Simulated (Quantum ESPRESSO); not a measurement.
# MnRh with spin–orbit coupling along several axes

Which axis do the moments of MnRh prefer, and by how much?

Main program and level: Quantum ESPRESSO 7.5; PBEsol; plane waves with PseudoDojo 0.4.1 SR PBEsol standard potentials, then spin–orbit coupling on the fully relativistic files of the same set.

This is a report of a sequence of runs, with most program output left out.

### 1. Starting point

The structure is cubic, space group Pm-3m (No. 221). The conventional cell has a = 3.044 Å, b = 3.044 Å, c = 3.044 Å, α = 90.00°, β = 90.00°, γ = 90.00°. Nearest to Mn lie 8 Rh at 2.64 Å. Nearest to Rh lie 8 Mn at 2.64 Å. Farther neighbours are not listed.

As a file:

```cif
data_structure
_symmetry_space_group_name_H-M 'P 1'
_symmetry_Int_Tables_number 1
_cell_length_a 3.0440
_cell_length_b 3.0440
_cell_length_c 3.0440
_cell_angle_alpha 90.000
_cell_angle_beta 90.000
_cell_angle_gamma 90.000
_cell_volume 28.21
loop_
_atom_site_label
_atom_site_type_symbol
_atom_site_fract_x
_atom_site_fract_y
_atom_site_fract_z
_atom_site_occupancy
Mn1 Mn 0.00000 0.00000 0.00000 1
Rh2 Rh 0.50000 0.50000 0.50000 1
```

The cell comes from the Crystallography Open Database.

### 2. Collinear run on scalar-relativistic files

pw.in reads:

```
&CONTROL
  calculation = 'scf'
  prefix = 'pwscf'
  outdir = './tmp'
  pseudo_dir = './pseudo'
  disk_io = 'low'
/
&SYSTEM
  ibrav = 0
  celldm(1) = 8
  nat = 2
  ntyp = 2
  ecutwfc = 72
  nbnd = 41
  occupations = 'smearing'
  smearing = 'fd'
  degauss = 0.00367493
  nspin = 2
  starting_magnetization(1) = 0.2333
  starting_magnetization(2) = 0
/
&ELECTRONS
  conv_thr = 4d-11
  electron_maxstep = 150
  mixing_beta = 0.3
/
ATOMIC_SPECIES
Mn     54.9380 Mn.upf
Rh    102.9055 Rh.upf
CELL_PARAMETERS alat
   0.7190407904201    0.0000000000000    0.0000000000000
   0.0000000000000    0.7190407904201    0.0000000000000
   0.0000000000000    0.0000000000000    0.7190407904201
ATOMIC_POSITIONS crystal
Mn      0.0000000000    0.0000000000    0.0000000000
Rh      0.5000000000    0.5000000000    0.5000000000
K_POINTS automatic
10 10 10 0 0 0
```

Launch:

```console
> OMP_NUM_THREADS=1 mpirun -n 4 pw.x -nk 4 -in pw.in > pw.out
```

Run time: 23 s. Hardware: 4 MPI ranks of Arm Neoverse V2, shared host; peak memory 0.37 GiB; 90 s of CPU time.

Spin moment in the atom's sphere by atom:

| atom | spin moment in the atom's sphere (μB) |
| --- | --- |
| Mn1 | 3.49 |
| Rh2 | 0.53 |

Numbers from this step:

```
smearing term TS       : 0.01196 eV
magnetization          : 4.118 μB
absolute magnetization : 4.173 μB
final state            : ferromagnetic
```

### 3. One pass along [001] on 13×13×13

Each pass runs in a folder of its own that holds a copy of a collinear save from that input. The collinear spin density is turned to the axis, and its potential is diagonalised once with spin–orbit coupling on fully relativistic PseudoDojo files; the sums over occupied states, with the smearing term, are then compared.

pass.in reads:

```
&CONTROL
  calculation = 'nscf'
  prefix = 'pwscf'
  outdir = './tmp'
  pseudo_dir = './pseudo_fr'
  disk_io = 'nowf'
/
&SYSTEM
  ibrav = 0
  celldm(1) = 8
  nat = 2
  ntyp = 2
  ecutwfc = 72
  nbnd = 78
  occupations = 'smearing'
  smearing = 'fd'
  degauss = 0.00367493
  noncolin = .true.
  lspinorb = .true.
  lforcet = .true.
  starting_magnetization(1) = 0.2333
  angle1(1) = 0
  angle2(1) = 0
  starting_magnetization(2) = 0
  angle1(2) = 0
  angle2(2) = 0
/
&ELECTRONS
  conv_thr = 4d-11
  electron_maxstep = 150
  mixing_beta = 0.3
  startingpot = 'file'
  startingwfc = 'random'
  diago_thr_init = 1d-09
  diago_full_acc = .true.
/
ATOMIC_SPECIES
Mn     54.9380 Mn.upf
Rh    102.9055 Rh.upf
CELL_PARAMETERS alat
   0.7190407904201    0.0000000000000    0.0000000000000
   0.0000000000000    0.7190407904201    0.0000000000000
   0.0000000000000    0.0000000000000    0.7190407904201
ATOMIC_POSITIONS crystal
Mn      0.0000000000    0.0000000000    0.0000000000
Rh      0.5000000000    0.5000000000    0.5000000000
K_POINTS automatic
13 13 13 0 0 0
```

Launch:

```console
> OMP_NUM_THREADS=1 mpirun -n 4 pw.x -nk 4 -in pass.in > pass.out
```

Wall time 2.3 min (4 MPI ranks); peak memory 0.31 GiB; 9.1 min of CPU time.

### 4. One pass along [111] on 13×13×13

pass.in: that of step 3 with these lines changed.

```diff
@@ -21,7 +21,7 @@
   starting_magnetization(1) = 0.2333
-  angle1(1) = 0
-  angle2(1) = 0
+  angle1(1) = 54.7356
+  angle2(1) = 45
   starting_magnetization(2) = 0
-  angle1(2) = 0
-  angle2(2) = 0
+  angle1(2) = 54.7356
+  angle2(2) = 45
 /
```

The job ended after 2.7 min (4 MPI ranks; peak memory 0.31 GiB).

### 5. One pass along [110] on 13×13×13

pass.in: that of step 4 with these lines changed.

```diff
@@ -21,6 +21,6 @@
   starting_magnetization(1) = 0.2333
-  angle1(1) = 54.7356
+  angle1(1) = 90
   angle2(1) = 45
   starting_magnetization(2) = 0
-  angle1(2) = 54.7356
+  angle1(2) = 90
   angle2(2) = 45
```

It took 4 min on 4 MPI ranks; peak memory 0.31 GiB.

### 6. The smearing term

The sum of energies times occupations is what pw.x prints as eband (for fewer than 100 k points). With Fermi–Dirac smearing the quantity to compare holds −TS as well, computed here from the energies and weights in the run's XML file (meV a cell, from the first axis, mesh 13×13×13):

| axis | plain sum | −TS | free energy |
| --- | --- | --- | --- |
| [001] | 0.0000 | 0.0000 | 0.0000 |
| [111] | -0.0008 | 0.0020 | 0.0011 |
| [110] | -0.0005 | 0.0014 | 0.0009 |

### 7. Anisotropy

A pass yields neither state nor moment: for the force theorem these columns are the collinear run's. Anisotropy, by row:

| way | mesh | axis | state | energy less the first axis' (meV a primitive cell) | largest spin moment (μB) | CPU time (s) |
| --- | --- | --- | --- | --- | --- | --- |
| force theorem | 13x13x13 | [001] | ferromagnetic | 0 | 3.486 | 544.1 |
| force theorem | 13x13x13 | [111] | ferromagnetic | 0.001129 | 3.486 | 641 |
| force theorem | 13x13x13 | [110] | ferromagnetic | 8.74e-4 | 3.486 | 953.7 |

### 8. Outcome

```yaml
state: ferromagnetic
largest_spin_moment: 3.49 μB
easy_axis_of_those_tried_on_this_mesh: not resolved
energy_along_111_less_001_force_theorem: 0.00113 meV a primitive cell, 0.0064 MJ/m³
```

**Reading.** On 13×13×13, leaving out the smearing term would shift a difference by 0.0020 meV, against 0.0011 meV for the largest, and would turn a sign. Differences this small usually change with the mesh, so the easy axis is taken as not resolved. One mesh cannot show that the size is converged, and with itinerant moments even the sign can change with the mesh. Shape anisotropy is not included. The moments were started parallel in the primitive cell; if the crystal orders otherwise, its anisotropy is another. The cutoff lies under the 96 Ry that these files are usually run at.

[Logs and program files are shortened in this print: banners, set-up blocks, solver, clock and traceback lines can be left out without a mark of their own.]

[Logs are printed without paths, hosts, clocks, repeated set-up lines and the standing remarks that a program may print on its own settings, such as how far it seeks lower states.]

[Hosts, paths, dates, database ids (printed as entryN), source tags and the programs' standing remarks are cut or masked in the printed files.]

[Where a cell is said to come from a database of computed structures, the database is the Materials Project.]
